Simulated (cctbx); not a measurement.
# Interatomic vectors of TiCrCo3Pt3

Space group P6_3/mmc (no. 194), a = 5.2670 Å, b = 5.2670 Å, c = 8.5140 Å, α = 90.00°, β = 90.00°, γ = 120.00°, content Pt6 Co6 Cr2 Ti2.

The data are simulated with cctbx, not measured: synchrotron X-rays, λ = 0.4959 Å, to d = 0.75 Å, 80 % of the full sphere, strongest reflection 5000 counts, noise from counting, a 4 % proportional error and a noise floor of 8 counts (s.d.); no absorption.

Patterson synthesis, origin scaled to 1000:

```text
Patterson group P 6/m m m
      u       v       w   height  length (A)
  0.000   0.000   0.000   1000.0     0.00
  0.000   0.000   0.500    908.6     4.26
  0.000   0.500   0.000    793.8     2.63
  0.000   0.500   0.500    711.0     5.01
  0.333   0.667   0.250    231.9     3.71
  0.167   0.334   0.250    221.8     2.62
  0.000   0.500   0.384     19.8     4.20
  0.000   0.000   0.381     18.9     3.24
  0.165   0.329   0.141     17.9     1.92
  0.333   0.667   0.141     17.8     3.27
  0.333   0.667   0.355     17.4     4.29
  0.113   0.227   0.450     17.3     3.97
  0.165   0.330   0.356     17.1     3.39
  0.000   0.500   0.114     16.8     2.81
```

Q: Assign the vectors.

A peak at u stands for all pairs with xi − xj = u, with weight Σ ZiZj against Σ Z² = 42998 at the origin. Peak heights follow these weights only roughly, since form factors, motion and series ripples differ, all vectors within 0.55 Å of a peak are counted as merged into it though the farther ones add only part of their weight, and F(000) is left out, which lowers the whole map:

| u | v | w | shortest length (Å) | height | 1000 ΣZiZj/ΣZ² | pairs in the cell |
| --- | --- | --- | --- | --- | --- | --- |
| 0.000 | 0.000 | 0.500 | 4.26 | 909 | 871 | 6 × Pt–Pt, 2 × Ti–Ti |
| 0.000 | 0.500 | 0.000 | 2.63 | 794 | 854 | 4 × Pt–Pt, 4 × Pt–Ti, 4 × Co–Co, 4 × Co–Cr |
| 0.000 | 0.500 | 0.500 | 5.01 | 711 | 726 | 4 × Pt–Pt, 4 × Pt–Ti |
| 0.333 | 0.667 | 0.250 | 3.71 | 232 | 318 | 6 × Pt–Co, 2 × Cr–Ti |
| 0.167 | 0.334 | 0.250 | 2.62 | 222 | 311 | 4 × Pt–Co, 2 × Pt–Cr, 2 × Co–Ti |

The table stops at ten peaks or at a height of 45, below which ripples compete. In the model behind the data Pt, the heaviest element, has 1 independent site: (1/2, 1/2, 1/2), up to an allowed shift of origin; the Pt–Pt vectors are differences of these positions and their symmetry mates. The whole model:

| atom | mult. | x | y | z | Ueq (Å²) |
| --- | --- | --- | --- | --- | --- |
| Pt1 | 6 | 1/2 | 1/2 | 1/2 | 0.0060 |
| Co1 | 6 | 0.8383 | 0.6765 | 1/4 | 0.0116 |
| Cr1 | 2 | 1/3 | 2/3 | 1/4 | 0.0121 |
| Ti1 | 2 | 0 | 0 | 1/2 | 0.0112 |

This is a model crystal, built by substitution and not relaxed, with assumed displacement parameters.

[Logs are printed without paths, hosts, clocks, repeated set-up lines and the standing remarks that a program may print on its own settings, such as how far it seeks lower states.]
